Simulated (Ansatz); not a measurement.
## TiO2 (P4_2/mnm): refractive index against wavelength

The refractive index of TiO2 (P4_2/mnm) along x below the direct gap (1.90 eV on the mesh) is read from one computed spectrum, n = √(Re ε). x, y and z are the Cartesian axes of the input cell.

Symmetry: P4_2/mnm, No. 136, tetragonal system. The conventional cell has a = 4.592 Å, b = 4.592 Å, c = 2.957 Å, α = 90.00°, β = 90.00°, γ = 90.00°. Ti on site a has 6 O at 1.95 to 1.98 Å as nearest neighbours. O on site f has 3 Ti at 1.95 to 1.98 Å as nearest neighbours.

Method: Ansatz 0.2.0, PBE, independent particles, k-mesh 6×6×8 with interpolation inside its cells, Gaussian parameter 0.1 eV.

Launch of the response step: `ansatz run input.yaml --threads 4 --pin off --max-ram 8192MiB --backend cpu --events-out ev --progress --plain --runs-dir out`. The run took 57 s, on 4 threads of Arm Neoverse N1, with other jobs on the host.

| wavelength (nm) | photon energy E (eV) | n |
| --- | --- | --- |
| 3000 | 0.413 | 2.7550 |
| 2000 | 0.620 | 2.7686 |
| 1550 | 0.800 | 2.7853 |
| 1310 | 0.946 | 2.8029 |
| 1064 | 1.165 | ? |

In the single-oscillator model n² − 1 = E₀E_d/(E₀² − E²), so 1/(n² − 1) = E₀/E_d − E²/(E₀E_d) is linear in E².

Working, on the rows shown:

| x = E² (eV²) | y = 1/(n² − 1) |
| --- | --- |
| 0.170801 | 0.151744 |
| 0.384302 | 0.150034 |
| 0.639837 | 0.147975 |
| 0.895757 | 0.145852 |

Means: x̄ = 0.52267, ȳ = 0.1489. Σ(x − x̄)(y − ȳ) = -0.002403, Σ(x − x̄)² = 0.2959. Slope = -0.002403 / 0.2959 = -0.008122; intercept = ȳ − slope · x̄ = 0.15315. Turned back into n, the line misses the rows shown by at most 0.00021.

Fill in the last column of the withheld row.

At x = 1.3578 the line gives y = 0.14212, that is 2.8349. The run gave 2.8364, so the extrapolation is off by 0.0015, 1.9 % of the range in the table.

Refitted with all rows, the slope is -0.008261 and the intercept 0.15321. These give E₀ = √(intercept/−slope) = 4.31 eV and E_d = E₀/intercept = 28.1 eV; E₀ is 2.3 times the direct gap. The electronic limit at long wavelengths, without lattice vibrations, is n = √(1 + 1/intercept) = 2.744. Excitons are left out and so are local fields; PBE gaps are as a rule too small.
